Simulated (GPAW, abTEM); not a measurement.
## HfS2 monolayer, P on a S site: the scripts behind a bonding study

Short scripts, each with its output. The sheet lies in the middle of a cell with vacuum above and below.

### 1. Build the all-electron density and subtract free atoms

```text
cell
1.0
    10.920000000    0.000000000    0.000000000
     0.000000000   12.609329879    0.000000000
     0.000000000    0.000000000   12.100000000
Hf S P
12 23 1
Direct
0.999965684 0.000823879 0.500043049
0.166952987 0.251405229 0.498811775
0.000126245 0.500084048 0.499980569
0.166802991 0.750353995 0.501429101
0.333670233 0.999924648 0.500282670
0.499696571 0.250948525 0.501299849
0.337362662 0.502731306 0.500977432
0.499981578 0.747210870 0.500840757
0.665778961 0.999385295 0.498287898
0.832542452 0.250703695 0.500147086
0.663003978 0.502099346 0.500184795
0.832993254 0.750069851 0.499418228
0.165805556 0.083990263 0.619865257
0.999533126 0.166621251 0.379609125
0.000383569 0.333309610 0.620301866
0.166051879 0.417319779 0.379442676
0.166676638 0.582966651 0.620692751
0.000583638 0.667124058 0.380175683
0.999334886 0.833660365 0.620328290
0.166735270 0.916848110 0.380309392
0.500161782 0.083116704 0.620276479
0.333470581 0.167101331 0.380008123
0.332717318 0.333060088 0.620273028
0.499744127 0.414763908 0.378329281
0.331209395 0.668267890 0.379083816
0.332837153 0.834030796 0.620861571
0.498931532 0.917735529 0.379092060
0.833007368 0.082809067 0.619524268
0.666490438 0.167598455 0.379800972
0.666810057 0.333082674 0.620418319
0.834370304 0.416236363 0.379630479
0.832990164 0.583367533 0.619810848
0.668218080 0.668067772 0.378232425
0.667367058 0.834168595 0.619620097
0.833247258 0.916913267 0.379070347
0.500565094 0.583608673 0.626144727
```

```python
import numpy as np
from ase.io import read
from ase.units import Bohr
from gpaw import GPAW, PW, FermiDirac
from gpaw.calculator import GPAW as OldGPAW
from gpaw.mpi import serial_comm, world
from scipy.special import erfc
from scipy.spatial import cKDTree

atoms = read("cell.vasp")
atoms.set_initial_magnetic_moments([0.1, 0.1, 0.1, 0.1, 0.1, 0.1, 0.1, 0.1, 0.1, 0.1, 0.1, 0.1, 0.1, 0.1, 0.1, 0.1, 0.1, 0.1, 0.1, 0.1, 0.1, 0.1, 0.1, 0.1, 0.1, 0.1, 0.1, 0.1, 0.1, 0.1, 0.1, 0.1, 0.1, 0.1, 0.1, 0.1])
atoms.calc = GPAW(mode=PW(500), xc="PBE", kpts={"size": (1, 1, 1), "gamma": True},
                 occupations=FermiDirac(0.05), maxiter=160, symmetry={"tolerance": 1e-5}, txt="scf.txt")
atoms.get_potential_energy()
rho = atoms.calc.get_all_electron_density(gridrefinement=2)
moments = atoms.get_magnetic_moments() if atoms.calc.get_number_of_spins() == 2 else np.zeros(len(atoms))
total = atoms.get_magnetic_moment() if moments.any() else 0.0
if world.rank == 0:
    free = OldGPAW(mode=PW(500), xc="PBE", txt=None, communicator=serial_comm)
    neutral = atoms.copy()
    neutral.set_initial_magnetic_moments(None)
    free.initialize(neutral)
    free.set_positions(neutral)
    drho = rho - free.get_all_electron_density(gridrefinement=2)
    # GPAW starts from confined atoms: exchange their smooth part for that of the datasets' free atoms
    h = np.stack(np.meshgrid(*[np.fft.fftfreq(n, 1 / n) for n in drho.shape], indexing="ij"), -1)
    gabs = np.linalg.norm(h @ atoms.cell.reciprocal(), axis=-1)
    tails = np.fft.fftn(free.get_pseudo_density(gridrefinement=2))
    g, form, v0 = np.linspace(0, gabs.max(), 1500), {}, 0
    for e in set(atoms.symbols):
        idx = atoms.symbols.search(e)
        d = free.setups[idx[0]].data
        r, w = d.rgd.r_g * Bohr, d.rgd.r_g**2 * d.rgd.dr_g
        j0 = np.sinc(2 * g[:, None] * r)
        smooth = sum(f * p**2 for f, p in zip(d.f_j, d.phit_jg)) + np.sqrt(4 * np.pi) * d.nct_g
        full = sum(f * p**2 for f, p in zip(d.f_j, d.phi_jg)) + np.sqrt(4 * np.pi) * d.nc_g
        phase = sum(np.exp(-2j * np.pi * h @ s) for s in atoms.get_scaled_positions()[idx])
        tails -= np.interp(gabs, g, j0 @ (smooth * w)) * phase * drho.size / atoms.get_volume()
        form[e] = j0 @ (full * w)
        v0 += 2 * np.pi / 3 * 14.3996 * (full * w * r**2).sum() * len(idx)  # V A^3
    tails *= 0.5 * erfc((gabs - 1.8) / 0.25)  # the tails differ at long wavelengths alone
    drho += np.fft.ifftn(tails).real  # crystal minus superposed spherical free atoms
    np.save("drho.npy", drho)
    dv = atoms.get_volume() / drho.size
    print("grid", drho.shape, " electrons %.3f" % (rho.sum() * dv), " moved by bonding %.3f e" % (abs(drho).sum() * dv / 2))
    pts = np.indices(drho.shape).reshape(3, -1).T / drho.shape @ atoms.cell
    shifts = (np.indices((3, 3, 3)).reshape(3, -1).T - 1) @ atoms.cell
    images = (atoms.positions[None] + shifts[:, None]).reshape(-1, 3)
    dist, idx = cKDTree(images).query(pts, k=4)
    out = drho.ravel()[dist[:, 0] > 0.5]
    print("deformation density beyond 0.5 A of the nuclei: max %.3f, min %.3f e/A^3" % (out.max(), out.min()))
    tie = dist < dist[:, :1] + 1e-4
    q = -np.bincount((idx % len(atoms))[tie], (drho.ravel()[:, None] / tie.sum(1, keepdims=True) * tie)[tie], len(atoms)) * dv
    print("atom        x       y       z   Voronoi charge  moment")
    for a, s, c, m in zip(atoms, atoms.get_scaled_positions(), q, moments):
        print("%-2s%-3d %7.4f %7.4f %7.4f %10.3f %10.2f" % (a.symbol, a.index + 1, *s, c, m))
    np.savez("free.npz", g=g, **form)
    print("mean inner potential of superposed free atoms %.3f V" % (v0 / atoms.get_volume()))
    print("total magnetic moment %.3f muB" % total)
```

```console
$ OMP_NUM_THREADS=1 mpirun -n 4 gpaw python run.py > gpaw.log
```

```text
grid (120, 140, 126)  electrons 1247.000  moved by bonding 9.634 e
deformation density beyond 0.5 A of the nuclei: max 0.148, min -0.127 e/A^3
atom        x       y       z   Voronoi charge  moment
Hf1    1.0000  0.0008  0.5000      0.474       0.00
Hf2    0.1670  0.2514  0.4988      0.473       0.00
Hf3    0.0001  0.5001  0.5000      0.472      -0.00
Hf4    0.1668  0.7504  0.5014      0.476       0.00
Hf5    0.3337  0.9999  0.5003      0.473       0.00
Hf6    0.4997  0.2509  0.5013      0.476       0.00
Hf7    0.3374  0.5027  0.5010      0.442       0.00
Hf8    0.5000  0.7472  0.5008      0.444      -0.00
Hf9    0.6658  0.9994  0.4983      0.473       0.00
Hf10   0.8325  0.2507  0.5001      0.473       0.00
Hf11   0.6630  0.5021  0.5002      0.442       0.00
Hf12   0.8330  0.7501  0.4994      0.476       0.00
S 13   0.1658  0.0840  0.6199     -0.235      -0.00
S 14   0.9995  0.1666  0.3796     -0.231      -0.00
S 15   0.0004  0.3333  0.6203     -0.236      -0.00
S 16   0.1661  0.4173  0.3794     -0.229       0.00
S 17   0.1667  0.5830  0.6207     -0.223       0.00
S 18   0.0006  0.6671  0.3802     -0.235       0.00
S 19   0.9993  0.8337  0.6203     -0.235      -0.00
S 20   0.1667  0.9168  0.3803     -0.234      -0.00
S 21   0.5002  0.0831  0.6203     -0.231       0.00
S 22   0.3335  0.1671  0.3800     -0.232      -0.00
S 23   0.3327  0.3331  0.6203     -0.226      -0.00
S 24   0.4997  0.4148  0.3783     -0.228      -0.00
S 25   0.3312  0.6683  0.3791     -0.231       0.00
S 26   0.3328  0.8340  0.6209     -0.224      -0.00
S 27   0.4989  0.9177  0.3791     -0.231      -0.00
S 28   0.8330  0.0828  0.6195     -0.236      -0.00
S 29   0.6665  0.1676  0.3798     -0.234      -0.00
S 30   0.6668  0.3331  0.6204     -0.223      -0.00
S 31   0.8344  0.4162  0.3796     -0.228       0.00
S 32   0.8330  0.5834  0.6198     -0.224       0.00
S 33   0.6682  0.6681  0.3782     -0.228       0.00
S 34   0.6674  0.8342  0.6196     -0.228      -0.00
S 35   0.8332  0.9169  0.3791     -0.231      -0.00
P 36   0.5006  0.5836  0.6261     -0.298       0.00
mean inner potential of superposed free atoms 8.032 V
total magnetic moment 0.001 muB
```

Time: 3 min on 4 cores of Arm Neoverse V1 (shared host), peak memory 2.6 GiB.

### 2. Image through focus

```python
import abtem
import numpy as np
from ase.build import make_supercell
from ase.io import read

abtem.config.set({"dask.lazy": False, "fft": "fftw", "diagnostics.progress_bar": False})
M = [[1, 0, 0], [0, 1, 0], [0, 0, 1]]  # rows: x, y and beam direction in the primitive cell's axes
unit = make_supercell(read("cell.vasp"), M)
unit.set_cell(list(unit.cell.lengths()) + [90, 90, 90], scale_atoms=True)
unit.positions[:, 2] += 0.7808  # keeps atomic planes off the slice boundaries
unit.wrap()
slab = unit * (1, 1, 1)
print(slab.get_chemical_formula(), "| box %.2f x %.2f x %.2f A" % tuple(slab.cell.lengths()))

# change of the potential by bonding, from the DFT deformation density (Poisson's equation term by term)
drho = np.load("drho.npy")
prim = read("cell.vasp")
h = np.stack(np.meshgrid(*[np.fft.fftfreq(n, 1 / n) for n in drho.shape], indexing="ij"), -1).reshape(-1, 3).astype(int)
g2 = ((h @ prim.cell.reciprocal()) ** 2).sum(1)
keep = (g2 > 0) & (g2 < 2.5**2)
shape = (137, 158, 72)
vg = np.zeros(shape, complex)
hm = h[keep] @ np.array(M).T
move = np.exp(-2j * np.pi * hm[:, 2] * (0.7808 / unit.cell[2, 2] - 0.5 / shape[2]))  # the same shift, sampled at mid-points
vg[tuple(hm.T % np.array(shape)[:, None])] = -14.3996 / np.pi * (np.fft.fftn(drho).ravel() / drho.size)[keep] / g2[keep] * move
dV = np.fft.ifftn(vg).real * vg.size
dV -= dV[:, :, 0].mean()  # zero in the vacuum
dV = dV.reshape(137, 158, 12, 6).mean(3) * unit.cell[2, 2] / 12  # V A, projected in each slice
dV = np.tile(dV.transpose(2, 0, 1), (1, 1, 1))


def build(atoms):
    p = abtem.Potential(atoms, gpts=(137, 158), slice_thickness=[slab.cell[2, 2] / 12] * 12,
                        parametrization="lobato", projection="finite", exit_planes=6).build()
    p.array[:] += BONDING * dV
    return p


def potentials():
    yield build(slab)  # atoms at rest


for label, BONDING in (("IAM", 0.0), ("DFT", 1.0)):
    print("=====", label)
    potential = build(slab)
    print("grid", potential.gpts, "slices", potential.num_slices)
    thickness = potential.exit_thicknesses
    columns = [  # name, x, y (A)
        ("P", 5.466, 7.359),
        ("Hf_1st", 7.240, 6.331),
        ("S_2nd", 9.096, 7.356),
        ("Hf_3rd", 9.096, 9.458),
        ("Hf_far", 10.920, 0.010),
        ("S_far", 10.915, 2.101),
        ("void", 2.457, 6.305),
    ]
    waves = [abtem.PlaneWave(energy=80000).multislice(p) for p in potentials()]
    stack = []
    for defocus in [-200, -130, 20.0, 130, 200]:
        ctf = abtem.CTF(energy=80000, Cs=20000, defocus=defocus, focal_spread=20, semiangle_cutoff=35)
        ims = [w.apply_ctf(ctf).intensity() for w in waves]
        im = sum(ims[1:], ims[0]) / len(ims)
        a = im.array.reshape(len(thickness), 1, -1, 1, im.array.shape[-1] // 1).mean(axis=(1, 3))
        a = a / im.array[0].mean()
        stack.append(a)
        print("defocus %.0f A: intensity at the columns, vacuum = 1" % defocus)
        print("  t (A)     min     max" + "".join("%10s" % c[0][:9] for c in columns))
        for t, b in list(zip(thickness, a))[1:]:
            at = [b[round(x / im.sampling[0]) % b.shape[0], round(y / im.sampling[1]) % b.shape[1]] for _, x, y in columns]
            print("%7.1f %7.3f %7.3f" % (t, b.min(), b.max()) + "".join("%10.3f" % v for v in at))
    print("Scherzer defocus %.0f A, point resolution %.2f A" % (ctf.scherzer_defocus, ctf.point_resolution))
    np.save(label + "_hrtem.npy", np.array(stack))
```

```console
$ python run.py
```

```text
Hf12PS23 | box 10.92 x 12.61 x 12.10 A
===== IAM
grid (137, 158) slices 12
defocus -200 A: intensity at the columns, vacuum = 1
  t (A)     min     max         P    Hf_1st     S_2nd    Hf_3rd    Hf_far     S_far      void
    6.0   0.877   1.133     1.058     1.068     1.063     1.072     1.069     1.128     0.953
   12.1   0.734   1.478     1.326     1.447     1.309     1.464     1.457     1.320     0.826
defocus -130 A: intensity at the columns, vacuum = 1
  t (A)     min     max         P    Hf_1st     S_2nd    Hf_3rd    Hf_far     S_far      void
    6.0   0.814   1.147     0.814     0.834     0.815     0.837     0.835     1.144     1.033
   12.1   0.609   1.154     0.621     0.983     0.610     0.972     0.964     0.620     1.119
defocus 20 A: intensity at the columns, vacuum = 1
  t (A)     min     max         P    Hf_1st     S_2nd    Hf_3rd    Hf_far     S_far      void
    6.0   0.860   1.029     1.002     0.996     1.001     0.995     0.995     0.861     1.024
   12.1   0.674   1.094     0.883     0.679     0.883     0.674     0.682     0.913     1.086
defocus 130 A: intensity at the columns, vacuum = 1
  t (A)     min     max         P    Hf_1st     S_2nd    Hf_3rd    Hf_far     S_far      void
    6.0   0.901   1.175     1.175     1.152     1.173     1.149     1.151     0.932     0.959
   12.1   0.794   1.481     1.437     1.150     1.467     1.168     1.174     1.471     0.818
defocus 200 A: intensity at the columns, vacuum = 1
  t (A)     min     max         P    Hf_1st     S_2nd    Hf_3rd    Hf_far     S_far      void
    6.0   0.907   1.093     0.925     0.914     0.920     0.909     0.910     0.920     1.043
   12.1   0.602   1.207     0.621     0.761     0.639     0.737     0.729     0.619     1.150
Scherzer defocus 35 A, point resolution 0.70 A
===== DFT
grid (137, 158) slices 12
defocus -200 A: intensity at the columns, vacuum = 1
  t (A)     min     max         P    Hf_1st     S_2nd    Hf_3rd    Hf_far     S_far      void
    6.0   0.878   1.130     1.061     1.070     1.066     1.074     1.071     1.125     0.953
   12.1   0.732   1.488     1.321     1.457     1.307     1.474     1.467     1.319     0.826
defocus -130 A: intensity at the columns, vacuum = 1
  t (A)     min     max         P    Hf_1st     S_2nd    Hf_3rd    Hf_far     S_far      void
    6.0   0.815   1.141     0.815     0.837     0.816     0.839     0.838     1.138     1.033
   12.1   0.604   1.157     0.613     0.992     0.604     0.982     0.973     0.614     1.121
defocus 20 A: intensity at the columns, vacuum = 1
  t (A)     min     max         P    Hf_1st     S_2nd    Hf_3rd    Hf_far     S_far      void
    6.0   0.861   1.029     1.001     0.994     1.000     0.993     0.993     0.861     1.024
   12.1   0.672   1.094     0.884     0.677     0.883     0.672     0.680     0.914     1.086
defocus 130 A: intensity at the columns, vacuum = 1
  t (A)     min     max         P    Hf_1st     S_2nd    Hf_3rd    Hf_far     S_far      void
    6.0   0.905   1.173     1.173     1.149     1.172     1.146     1.148     0.939     0.959
   12.1   0.791   1.491     1.448     1.137     1.476     1.155     1.160     1.480     0.816
defocus 200 A: intensity at the columns, vacuum = 1
  t (A)     min     max         P    Hf_1st     S_2nd    Hf_3rd    Hf_far     S_far      void
    6.0   0.905   1.093     0.923     0.911     0.917     0.907     0.907     0.922     1.043
   12.1   0.603   1.209     0.624     0.756     0.639     0.732     0.725     0.620     1.150
Scherzer defocus 35 A, point resolution 0.70 A
```

Time: 6.3 s on 1 core of Arm Neoverse V1 (shared host), peak memory 0.44 GiB.

### 3. Scan a probe

```python
import abtem
import numpy as np
from ase.build import make_supercell
from ase.io import read

abtem.config.set({"dask.lazy": False, "fft": "fftw", "diagnostics.progress_bar": False})
M = [[1, 0, 0], [0, 1, 0], [0, 0, 1]]  # rows: x, y and beam direction in the primitive cell's axes
unit = make_supercell(read("cell.vasp"), M)
unit.set_cell(list(unit.cell.lengths()) + [90, 90, 90], scale_atoms=True)
unit.positions[:, 2] += 0.7808  # keeps atomic planes off the slice boundaries
unit.wrap()
slab = unit * (2, 1, 1)
print(slab.get_chemical_formula(), "| box %.2f x %.2f x %.2f A" % tuple(slab.cell.lengths()))

# change of the potential by bonding, from the DFT deformation density (Poisson's equation term by term)
drho = np.load("drho.npy")
prim = read("cell.vasp")
h = np.stack(np.meshgrid(*[np.fft.fftfreq(n, 1 / n) for n in drho.shape], indexing="ij"), -1).reshape(-1, 3).astype(int)
g2 = ((h @ prim.cell.reciprocal()) ** 2).sum(1)
keep = (g2 > 0) & (g2 < 2.5**2)
shape = (78, 91, 72)
vg = np.zeros(shape, complex)
hm = h[keep] @ np.array(M).T
move = np.exp(-2j * np.pi * hm[:, 2] * (0.7808 / unit.cell[2, 2] - 0.5 / shape[2]))  # the same shift, sampled at mid-points
vg[tuple(hm.T % np.array(shape)[:, None])] = -14.3996 / np.pi * (np.fft.fftn(drho).ravel() / drho.size)[keep] / g2[keep] * move
dV = np.fft.ifftn(vg).real * vg.size
dV -= dV[:, :, 0].mean()  # zero in the vacuum
dV = dV.reshape(78, 91, 12, 6).mean(3) * unit.cell[2, 2] / 12  # V A, projected in each slice
dV = np.tile(dV.transpose(2, 0, 1), (1, 2, 1))


def build(atoms):
    p = abtem.Potential(atoms, gpts=(156, 91), slice_thickness=[slab.cell[2, 2] / 12] * 12,
                        parametrization="lobato", projection="finite", exit_planes=6).build()
    p.array[:] += BONDING * dV
    return p


def potentials():
    yield build(slab)  # atoms at rest


for label, BONDING in (("IAM", 0.0), ("DFT", 1.0)):
    print("=====", label)
    potential = build(slab)
    print("grid", potential.gpts, "slices", potential.num_slices)
    thickness = potential.exit_thicknesses
    probe = abtem.Probe(energy=80000, semiangle_cutoff=25, defocus=6)
    probe.grid.match(potential)
    print("wavelength %.5f A, largest angle on the grid %.0f mrad" % (probe.wavelength, min(probe.cutoff_angles)))
    detectors = {"ABF": (12, 25), "BF": (0, 12), "LAADF": (30, 80)}  # mrad
    columns = [  # name, x, y (A)
        ("P", 5.466, 7.359),
        ("Hf_1st", 7.240, 6.331),
        ("S_2nd", 9.096, 7.356),
        ("Hf_3rd", 9.096, 9.458),
        ("Hf_far", 10.920, 0.010),
        ("S_far", 10.915, 2.101),
        ("void", 2.457, 6.305),
    ]
    scan = abtem.GridScan(start=(0.0000, 0.0000), end=(10.9200, 12.6093), gpts=(27, 32), endpoint=False)
    dets = [abtem.AnnularDetector(*v) for v in detectors.values()] + [abtem.PixelatedDetector(max_angle=38)]
    runs = [probe.scan(p, scan=scan, detectors=dets, max_batch=32) for p in potentials()]
    out = [sum(x[1:], x[0]) / len(x) for x in zip(*runs)]
    images = dict(zip(detectors, out))
    images["iCOM"] = out[-1].center_of_mass().integrate_gradient()
    np.save(label + "_pacbed.npy", out[-1].array.mean(axis=(1, 2)))
    print("PACBED pixel %.3f x %.3f mrad" % out[-1].angular_sampling)
    for name, im in images.items():
        im = im.interpolate(sampling=0.1, boundary="periodic").gaussian_filter(0.35)
        np.save(label + "_" + name + ".npy", im.array)
        print(name, "signal at the columns" + (", fraction of the beam" if name in detectors else ""))
        print("  t (A)     mean" + "".join("%10s" % c[0][:9] for c in columns))
        for t, a in list(zip(thickness, im.array))[1:]:
            at = [a[round((x - 0.0000) / im.sampling[0]) % a.shape[0], round((y - 0.0000) / im.sampling[1]) % a.shape[1]] for _, x, y in columns]
            print("%7.1f %8.5f" % (t, a.mean()) + "".join("%10.5f" % v for v in at))
```

```console
$ python run.py
```

```text
Hf24P2S46 | box 21.84 x 12.61 x 12.10 A
===== IAM
grid (156, 91) slices 12
wavelength 0.04176 A, largest angle on the grid 99 mrad
PACBED pixel 1.912 x 3.312 mrad
ABF signal at the columns, fraction of the beam
  t (A)     mean         P    Hf_1st     S_2nd    Hf_3rd    Hf_far     S_far      void
    6.0  0.73387   0.73445   0.73452   0.73443   0.73450   0.73450   0.73015   0.73425
   12.1  0.72532   0.72681   0.68814   0.72640   0.69083   0.69257   0.72842   0.72917
BF signal at the columns, fraction of the beam
  t (A)     mean         P    Hf_1st     S_2nd    Hf_3rd    Hf_far     S_far      void
    6.0  0.24959   0.25016   0.25010   0.25017   0.25011   0.25011   0.24698   0.24999
   12.1  0.24685   0.25029   0.22939   0.24995   0.23061   0.23145   0.24759   0.24901
LAADF signal at the columns, fraction of the beam
  t (A)     mean         P    Hf_1st     S_2nd    Hf_3rd    Hf_far     S_far      void
    6.0  0.00100   0.00019   0.00019   0.00020   0.00020   0.00020   0.00558   0.00044
   12.1  0.00936   0.00616   0.04930   0.00677   0.04634   0.04472   0.00685   0.00488
iCOM signal at the columns
  t (A)     mean         P    Hf_1st     S_2nd    Hf_3rd    Hf_far     S_far      void
    6.0  0.00653   0.00386   0.00475   0.00386   0.00481   0.00478   0.01623   0.00536
   12.1  0.00653   0.00909   0.02410   0.00909   0.02382   0.02376   0.00911   0.00300
===== DFT
grid (156, 91) slices 12
wavelength 0.04176 A, largest angle on the grid 99 mrad
PACBED pixel 1.912 x 3.312 mrad
ABF signal at the columns, fraction of the beam
  t (A)     mean         P    Hf_1st     S_2nd    Hf_3rd    Hf_far     S_far      void
    6.0  0.73389   0.73448   0.73455   0.73445   0.73452   0.73452   0.73019   0.73427
   12.1  0.72523   0.72682   0.68771   0.72641   0.69037   0.69210   0.72837   0.72911
BF signal at the columns, fraction of the beam
  t (A)     mean         P    Hf_1st     S_2nd    Hf_3rd    Hf_far     S_far      void
    6.0  0.24959   0.25014   0.25008   0.25016   0.25009   0.25009   0.24699   0.24999
   12.1  0.24684   0.25029   0.22932   0.24993   0.23053   0.23137   0.24764   0.24900
LAADF signal at the columns, fraction of the beam
  t (A)     mean         P    Hf_1st     S_2nd    Hf_3rd    Hf_far     S_far      void
    6.0  0.00099   0.00019   0.00019   0.00019   0.00020   0.00019   0.00556   0.00044
   12.1  0.00943   0.00617   0.04961   0.00678   0.04666   0.04504   0.00686   0.00493
iCOM signal at the columns
  t (A)     mean         P    Hf_1st     S_2nd    Hf_3rd    Hf_far     S_far      void
    6.0  0.00674   0.00415   0.00513   0.00417   0.00520   0.00519   0.01623   0.00558
   12.1  0.00674   0.00870   0.02477   0.00907   0.02467   0.02465   0.00913   0.00320
```

Time: 16 s.

[Outputs are excerpts: Python notices, other lines and further rows are left out; steps that failed or that the build refused (PBEsol, TPSS) are not shown.]

[Logs are printed without paths, hosts, clocks, repeated set-up lines and the standing remarks that a program may print on its own settings, such as how far it seeks lower states.]
